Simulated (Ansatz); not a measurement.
# Converging the field response of a KF (001) film

Which settings does the induced dipole of a KF (001) film need, and which can be cut?

Main program and level: Ansatz 0.2.0; plane-wave DFT, PBE, Ansatz PAW, in the first sound run; inputs show where later runs differ.

This is a report of a sequence of runs, with the program logs left out and the cost of each run kept.

## 1. The starting structure

The cell holds 10 atoms: 5 K and 5 F. Its edges and angles: a = 3.783 Å, b = 3.783 Å, c = 28.700 Å, α = 90.0°, β = 90.0°, γ = 90.0°. It derives from KF (rocksalt KF). Vacuum lies along c.

Structure file:

```cif
data_structure
_symmetry_space_group_name_H-M 'P 1'
_symmetry_Int_Tables_number 1
_cell_length_a 3.7830
_cell_length_b 3.7830
_cell_length_c 28.7000
_cell_angle_alpha 90.000
_cell_angle_beta 90.000
_cell_angle_gamma 90.000
_cell_volume 410.73
loop_
_atom_site_label
_atom_site_type_symbol
_atom_site_fract_x
_atom_site_fract_y
_atom_site_fract_z
_atom_site_occupancy
K1 K 0.50000 0.50000 0.31359 1
F2 F 0.00000 0.00000 0.31359 1
K3 K 0.00000 0.00000 0.40679 1
F4 F 0.50000 0.50000 0.40679 1
K5 K 0.50000 0.50000 0.50000 1
F6 F 0.00000 0.00000 0.50000 1
K7 K 0.00000 0.00000 0.59321 1
F8 F 0.50000 0.50000 0.59321 1
K9 K 0.50000 0.50000 0.68641 1
F10 F 0.00000 0.00000 0.68641 1
```

## 2. Run, setting first choice

The first choice: the default cutoff of 420 eV, a 8×8×1 mesh, 18 Å of vacuum, 0.1 V/Å and a tight threshold. Each later run changes one input against this one; other functionals and files bring their own cutoffs.

File input.yaml:

```yaml
crystal:
  lattice:
    - [3.78302128, 0.0, 0.0]
    - [0.0, 3.78302128, 0.0]
    - [0.0, 0.0, 28.7]
  atoms:
    - { symbol: K, position: [0.5, 0.5, 0.3135888502] }
    - { symbol: F, position: [0.0, 0.0, 0.3135888502] }
    - { symbol: K, position: [0.0, 0.0, 0.4067944251] }
    - { symbol: F, position: [0.5, 0.5, 0.4067944251] }
    - { symbol: K, position: [0.5, 0.5, 0.5] }
    - { symbol: F, position: [0.0, 0.0, 0.5] }
    - { symbol: K, position: [0.0, 0.0, 0.5932055749] }
    - { symbol: F, position: [0.5, 0.5, 0.5932055749] }
    - { symbol: K, position: [0.5, 0.5, 0.6864111498] }
    - { symbol: F, position: [0.0, 0.0, 0.6864111498] }
kpoints:
  mp_grid: { grid: [8, 8, 1] }
hamiltonian:
  xc: pbe
scf:
  occupations: { method: fixed }
  convergence: { dr2_threshold: 1.0e-10 }
efield:
  axis: 3
  dipole_correction: true
  ramp_position: 0.97
  ramp_width: 0.06
  amplitude: 0.1
output:
  write_potential: true
  write_density: true
  volumetric_format: npy
```

Run with:

```
$ ansatz run input.yaml --threads 4 --pin off --max-ram 6144MiB --backend cpu --events-out ev --progress --plain --runs-dir out
```

It took 3.5 s on 4 threads of AMD EPYC 9R45, shared host; peak memory 0.9 GiB.

Read from the output:

| Quantity | Value |
| --- | --- |
| gap on the k-mesh | 4.609 eV |
| dipole along the normal | 0.05411 e·Å |
| equivalent conductor thickness p/(ε₀AE) | 6.841 Å |

Running mean over 2.675 Å of the planar mean, with the applied field; the ramp of the sawtooth is left out. Electron's electrostatic potential energy less the highest filled level against z:

z (Å), electron's electrostatic potential energy less the highest filled level (eV) and a bar from the least value:
```
        4       5.11 #######################
        5       5.21 #######################
        6       5.30 ########################
        7       5.06 ######################
        8       1.79 ######
        9       0.74 
       10       0.71 
       11       0.75 
       12       0.79 
       13       0.84 #
       14       0.89 #
       15       0.94 #
       16       0.99 #
       17       1.05 ##
       18       1.10 ##
       19       1.17 ##
       20       1.36 ###
       21       3.60 ###############
       22       6.12 ############################
       23       6.32 #############################
       24       6.43 #############################
       25       6.53 ##############################
```

The dipole corresponds to a conductor 6.841 Å thick.

## 3. Single point, box 28.7 Å

input.yaml, as its differences from that of step 2:

```diff
@@ -29,2 +29,4 @@
   amplitude: 0.1
+basis:
+  ecutwfc: "250 eV"
 output:
```

Wall time 1.8 s (4 threads); peak memory 0.57 GiB.

The dipole corresponds to a conductor 6.800 Å thick, -0.61 % from the first choice, at 0.51 times its CPU time.

## 4. Single point, box 28.7 Å (run 2)

input.yaml, as its differences from that of step 3:

```diff
@@ -30,3 +30,3 @@
 basis:
-  ecutwfc: "250 eV"
+  ecutwfc: "330 eV"
 output:
```

It took 2.6 s on 4 threads; peak memory 0.74 GiB; 9.8 s of CPU time.

The dipole corresponds to a conductor 6.835 Å thick, -0.09 % from the first choice, at 0.74 times its CPU time.

## 5. Single point, box 28.7 Å (run 3)

input.yaml, as its differences from that of step 4:

```diff
@@ -30,3 +30,3 @@
 basis:
-  ecutwfc: "330 eV"
+  ecutwfc: "600 eV"
 output:
```

Run time: 6.2 s. Hardware: 4 threads; peak memory 1.3 GiB.

The dipole corresponds to a conductor 6.843 Å thick, +0.03 % from the first choice, at 1.8 times its CPU time.

## 6. Run, box 28.7 Å

input.yaml, as its differences from that of step 5:

```diff
@@ -17,3 +17,3 @@
 kpoints:
-  mp_grid: { grid: [8, 8, 1] }
+  mp_grid: { grid: [1, 1, 1] }
 hamiltonian:
@@ -29,4 +29,2 @@
   amplitude: 0.1
-basis:
-  ecutwfc: "600 eV"
 output:
```

Run time: 0.53 s. Hardware: 4 threads; peak memory 0.42 GiB.

The dipole corresponds to a conductor 7.558 Å thick, +10.49 % from the first choice, at 0.11 times its CPU time.

## 7. Run, box 28.7 Å (run 2)

input.yaml, as its differences from that of step 6:

```diff
@@ -17,3 +17,3 @@
 kpoints:
-  mp_grid: { grid: [1, 1, 1] }
+  mp_grid: { grid: [2, 2, 1] }
 hamiltonian:
```

The job ended after 0.78 s (4 threads; peak memory 0.63 GiB).

The dipole corresponds to a conductor 6.855 Å thick, +0.21 % from the first choice, at 0.20 times its CPU time.

## 8. Run, box 28.7 Å (run 3)

input.yaml, as its differences from that of step 7:

```diff
@@ -17,3 +17,3 @@
 kpoints:
-  mp_grid: { grid: [2, 2, 1] }
+  mp_grid: { grid: [4, 4, 1] }
 hamiltonian:
```

Elapsed: 1.4 s, on 4 threads; peak memory 0.72 GiB.

The dipole corresponds to a conductor 6.841 Å thick, -0.00 % from the first choice, at 0.39 times its CPU time.

## 9. Single point, box 28.7 Å (run 4)

input.yaml, as its differences from that of step 8:

```diff
@@ -17,3 +17,3 @@
 kpoints:
-  mp_grid: { grid: [4, 4, 1] }
+  mp_grid: { grid: [16, 16, 1] }
 hamiltonian:
```

Run time: 10 s. Hardware: 4 threads; peak memory 1.3 GiB.

The dipole corresponds to a conductor 6.841 Å thick, -0.00 % from the first choice, at 3.0 times its CPU time.

## 10. Run, box 20.7 Å

The cell differs from the one that the last finished run ended in (c 28.700 → 20.700 Å).

input.yaml, the sections that differ from step 9:

```yaml
crystal:
  lattice:
    - [3.78302128, 0.0, 0.0]
    - [0.0, 3.78302128, 0.0]
    - [0.0, 0.0, 20.7]
  atoms:
    - { symbol: K, position: [0.5, 0.5, 0.2415458937] }
    - { symbol: F, position: [0.0, 0.0, 0.2415458937] }
    - { symbol: K, position: [0.0, 0.0, 0.3707729469] }
    - { symbol: F, position: [0.5, 0.5, 0.3707729469] }
    - { symbol: K, position: [0.5, 0.5, 0.5] }
    - { symbol: F, position: [0.0, 0.0, 0.5] }
    - { symbol: K, position: [0.0, 0.0, 0.6292270531] }
    - { symbol: F, position: [0.5, 0.5, 0.6292270531] }
    - { symbol: K, position: [0.5, 0.5, 0.7584541063] }
    - { symbol: F, position: [0.0, 0.0, 0.7584541063] }
kpoints:
  mp_grid: { grid: [8, 8, 1] }
# hamiltonian, scf, efield, output: as in step 9
```

Run time: 2.4 s. Hardware: 4 threads; peak memory 0.75 GiB.

The dipole corresponds to a conductor 6.839 Å thick, -0.03 % from the first choice, at 0.69 times its CPU time.

## 11. Run, box 24.7 Å

The cell differs from the one that the last finished run ended in (c 20.700 → 24.700 Å).

input.yaml, the sections that differ from step 10:

```yaml
crystal:
  lattice:
    - [3.78302128, 0.0, 0.0]
    - [0.0, 3.78302128, 0.0]
    - [0.0, 0.0, 24.7]
  atoms:
    - { symbol: K, position: [0.5, 0.5, 0.2834008097] }
    - { symbol: F, position: [0.0, 0.0, 0.2834008097] }
    - { symbol: K, position: [0.0, 0.0, 0.3917004049] }
    - { symbol: F, position: [0.5, 0.5, 0.3917004049] }
    - { symbol: K, position: [0.5, 0.5, 0.5] }
    - { symbol: F, position: [0.0, 0.0, 0.5] }
    - { symbol: K, position: [0.0, 0.0, 0.6082995951] }
    - { symbol: F, position: [0.5, 0.5, 0.6082995951] }
    - { symbol: K, position: [0.5, 0.5, 0.7165991903] }
    - { symbol: F, position: [0.0, 0.0, 0.7165991903] }
# kpoints, hamiltonian, scf, efield, output: as in step 10
```

Elapsed: 3 s, on 4 threads; peak memory 0.82 GiB.

The dipole corresponds to a conductor 6.842 Å thick, +0.02 % from the first choice, at 0.86 times its CPU time.

## 12. Single point, box 36.7 Å

The cell differs from the one that the last finished run ended in (c 24.700 → 36.700 Å).

input.yaml, the sections that differ from step 11:

```yaml
crystal:
  lattice:
    - [3.78302128, 0.0, 0.0]
    - [0.0, 3.78302128, 0.0]
    - [0.0, 0.0, 36.7]
  atoms:
    - { symbol: K, position: [0.5, 0.5, 0.3542234332] }
    - { symbol: F, position: [0.0, 0.0, 0.3542234332] }
    - { symbol: K, position: [0.0, 0.0, 0.4271117166] }
    - { symbol: F, position: [0.5, 0.5, 0.4271117166] }
    - { symbol: K, position: [0.5, 0.5, 0.5] }
    - { symbol: F, position: [0.0, 0.0, 0.5] }
    - { symbol: K, position: [0.0, 0.0, 0.5728882834] }
    - { symbol: F, position: [0.5, 0.5, 0.5728882834] }
    - { symbol: K, position: [0.5, 0.5, 0.6457765668] }
    - { symbol: F, position: [0.0, 0.0, 0.6457765668] }
# kpoints, hamiltonian, scf, efield, output: as in step 11
```

The job ended after 4.6 s (4 threads; peak memory 1.1 GiB; 18 s of CPU time).

The dipole corresponds to a conductor 6.842 Å thick, +0.02 % from the first choice, at 1.3 times its CPU time.

## 13. Run, box 28.7 Å (run 4)

input.yaml, the sections that differ from step 12:

```yaml
crystal:
  lattice:
    - [3.78302128, 0.0, 0.0]
    - [0.0, 3.78302128, 0.0]
    - [0.0, 0.0, 28.7]
  atoms:
    - { symbol: K, position: [0.5, 0.5, 0.3135888502] }
    - { symbol: F, position: [0.0, 0.0, 0.3135888502] }
    - { symbol: K, position: [0.0, 0.0, 0.4067944251] }
    - { symbol: F, position: [0.5, 0.5, 0.4067944251] }
    - { symbol: K, position: [0.5, 0.5, 0.5] }
    - { symbol: F, position: [0.0, 0.0, 0.5] }
    - { symbol: K, position: [0.0, 0.0, 0.5932055749] }
    - { symbol: F, position: [0.5, 0.5, 0.5932055749] }
    - { symbol: K, position: [0.5, 0.5, 0.6864111498] }
    - { symbol: F, position: [0.0, 0.0, 0.6864111498] }
efield:
  axis: 3
  dipole_correction: true
  ramp_position: 0.97
  ramp_width: 0.06
  amplitude: 0.005
# kpoints, hamiltonian, scf, output: as in step 12
```

The job ended after 3.5 s (4 threads; peak memory 0.91 GiB).

The dipole corresponds to a conductor 6.841 Å thick, -0.01 % from the first choice, at 1.0 times its CPU time.

## 14. Run, box 28.7 Å (run 5)

input.yaml, as its differences from that of step 13:

```diff
@@ -28,3 +28,3 @@
   ramp_width: 0.06
-  amplitude: 0.005
+  amplitude: 0.03
 output:
```

It took 3.3 s on 4 threads; peak memory 0.9 GiB.

The dipole corresponds to a conductor 6.841 Å thick, -0.01 % from the first choice, at 0.96 times its CPU time.

## 15. Run, box 28.7 Å (run 6)

input.yaml, as its differences from that of step 14:

```diff
@@ -28,3 +28,3 @@
   ramp_width: 0.06
-  amplitude: 0.03
+  amplitude: 0.3
 output:
```

Run time: 3.6 s. Hardware: 4 threads; peak memory 0.9 GiB.

The dipole corresponds to a conductor 6.846 Å thick, +0.07 % from the first choice, at 1.1 times its CPU time.

## 16. Run, box 28.7 Å (run 7)

input.yaml, as its differences from that of step 15:

```diff
@@ -22,3 +22,3 @@
   occupations: { method: fixed }
-  convergence: { dr2_threshold: 1.0e-10 }
+  convergence: { dr2_threshold: 0.0001 }
 efield:
@@ -28,3 +28,3 @@
   ramp_width: 0.06
-  amplitude: 0.3
+  amplitude: 0.1
 output:
```

The job ended after 3.3 s (4 threads; peak memory 0.9 GiB; 13 s of CPU time).

The dipole corresponds to a conductor 6.832 Å thick, -0.13 % from the first choice, at 0.97 times its CPU time.

## 17. Single point, box 28.7 Å (run 5)

input.yaml, as its differences from that of step 16:

```diff
@@ -22,3 +22,3 @@
   occupations: { method: fixed }
-  convergence: { dr2_threshold: 0.0001 }
+  convergence: { dr2_threshold: 1.0e-06 }
 efield:
```

It took 3.7 s on 4 threads; peak memory 0.89 GiB; 14 s of CPU time.

The dipole corresponds to a conductor 6.842 Å thick, +0.01 % from the first choice, at 1.1 times its CPU time.

## 18. Single point, box 28.7 Å (run 6)

input.yaml, as its differences from that of step 17:

```diff
@@ -22,3 +22,3 @@
   occupations: { method: fixed }
-  convergence: { dr2_threshold: 1.0e-06 }
+  convergence: { dr2_threshold: 1.0e-08 }
 efield:
```

The job ended after 3.5 s (4 threads; peak memory 0.9 GiB; 13 s of CPU time).

The dipole corresponds to a conductor 6.841 Å thick, +0.00 % from the first choice, at 1.0 times its CPU time.

## 19. Single point, box 28.7 Å (run 7)

This step: plane-wave DFT, LDA, Ansatz PAW (Ansatz 0.2.0).

input.yaml, as its differences from that of step 18:

```diff
@@ -19,6 +19,6 @@
 hamiltonian:
-  xc: pbe
+  xc: lda
 scf:
   occupations: { method: fixed }
-  convergence: { dr2_threshold: 1.0e-08 }
+  convergence: { dr2_threshold: 1.0e-10 }
 efield:
```

Run time: 3.6 s. Hardware: 4 threads; peak memory 0.89 GiB.

The dipole corresponds to a conductor 6.934 Å thick, +1.36 % from the first choice, at 1.0 times its CPU time.

## 20. Single point, box 28.7 Å (run 8)

This step: plane-wave DFT, r2SCAN, Ansatz PAW (Ansatz 0.2.0).

input.yaml, as its differences from that of step 19:

```diff
@@ -19,3 +19,3 @@
 hamiltonian:
-  xc: lda
+  xc: r2scan
 scf:
```

It took 6.9 s on 4 threads; peak memory 1.7 GiB.

The dipole corresponds to a conductor 6.592 Å thick, -3.65 % from the first choice, at 2.0 times its CPU time.

## 21. Run, box 28.7 Å (run 8)

This step: plane-wave DFT, PBE, norm-conserving (Ansatz 0.2.0).

input.yaml, as its differences from that of step 20:

```diff
@@ -19,3 +19,4 @@
 hamiltonian:
-  xc: r2scan
+  xc: pbe
+  pseudopotentials: { kind: nc }
 scf:
```

Elapsed: 23 s, on 4 threads; peak memory 3.4 GiB.

The dipole corresponds to a conductor 6.840 Å thick, -0.02 % from the first choice, at 6.8 times its CPU time.

## 22. Run, box 28.7 Å (run 9)

This step: plane-wave DFT, PBE, JTH PAW (Ansatz 0.2.0).

input.yaml, as its differences from that of step 21:

```diff
@@ -20,3 +20,3 @@
   xc: pbe
-  pseudopotentials: { kind: nc }
+  pseudopotentials: { kind: paw, source: jth }
 scf:
```

Wall time 28 s (4 threads); peak memory 4.3 GiB.

The dipole corresponds to a conductor 6.830 Å thick, -0.17 % from the first choice, at 8.2 times its CPU time.

## 23. The series together

Times are for 4 threads of AMD EPYC 9R45, shared host. Results by setting:

```csv
no.,setting,equivalent conductor thickness p/(ε₀AE) (Å),time,memory (GiB)
1,first choice,6.841,3.5 s,0.9
2,cutoff 250 eV,6.800,1.8 s,0.57
3,cutoff 330 eV,6.835,2.6 s,0.74
4,cutoff 600 eV,6.843,6.2 s,1.3
5,mesh 1x1,7.558,0.53 s,0.42
6,mesh 2x2,6.855,0.78 s,0.63
7,mesh 4x4,6.841,1.4 s,0.72
8,mesh 16x16,6.841,10 s,1.3
9,vacuum 10 Å,6.839,2.4 s,0.75
10,vacuum 14 Å,6.842,3 s,0.82
11,vacuum 26 Å,6.842,4.6 s,1.1
12,field 0.005 V/Å,6.841,3.5 s,0.91
13,field 0.03 V/Å,6.841,3.3 s,0.90
14,field 0.3 V/Å,6.846,3.6 s,0.90
15,SCF threshold 1e-04 eV,6.832,3.3 s,0.90
16,SCF threshold 1e-06 eV,6.842,3.7 s,0.89
17,SCF threshold 1e-08 eV,6.841,3.5 s,0.90
18,"LDA, Ansatz PAW (420 eV)",6.934,3.6 s,0.89
19,"r2SCAN, Ansatz PAW (500 eV)",6.592,6.9 s,1.7
20,"PBE, norm-conserving (1320 eV)",6.840,23 s,3.4
21,"PBE, JTH PAW (1500 eV)",6.830,28 s,4.3
```

## 24. What came out

```json
{"equivalent conductor thickness, first choice": "6.841 Å", "equivalent conductor thickness, cutoff 600 eV": "6.843 Å", "equivalent conductor thickness, mesh 1x1": "7.558 Å", "equivalent conductor thickness, vacuum 26 Å": "6.842 Å", "equivalent conductor thickness, LDA, Ansatz PAW (420 eV)": "6.934 Å", "equivalent conductor thickness, r2SCAN, Ansatz PAW (500 eV)": "6.592 Å"}
```

What this shows: The first choice gives 6.84 Å. Numerical settings off by more than 1 % against it: mesh 1x1 (+10.5 %). The cheapest single change that stays within 0.5 % is mesh 2x2, at 20 % of the CPU time. Functionals and files move it by +1.4 % (LDA, Ansatz PAW (420 eV)), -3.6 % (r2SCAN, Ansatz PAW (500 eV)), under 0.1 % (PBE, norm-conserving (1320 eV)) and -0.2 % (PBE, JTH PAW (1500 eV)). The film is symmetric and its atoms are held, so the dipole is the electronic response to the field alone. Times of a few seconds on a shared host rank the settings only roughly. In 2 runs of the series (cutoff 250 eV and vacuum 10 Å) the program warns that electrons reach the sawtooth's ramp, which makes dipole and work function less sure.

[Long decimals in the printed logs are rounded to 6 places.]

[Logs are printed without paths, hosts, clocks, repeated set-up lines and the standing remarks that a program may print on its own settings, such as how far it seeks lower states.]

[Hosts, paths, dates, database ids (printed as entryN), source tags and the programs' standing remarks are cut or masked in the printed files.]

[Maps of the electrostatic potential energy from Ansatz leave out the sawtooth potential of an applied field or a dipole correction, so their vacuum need not be flat; planar profiles and work functions include it.]
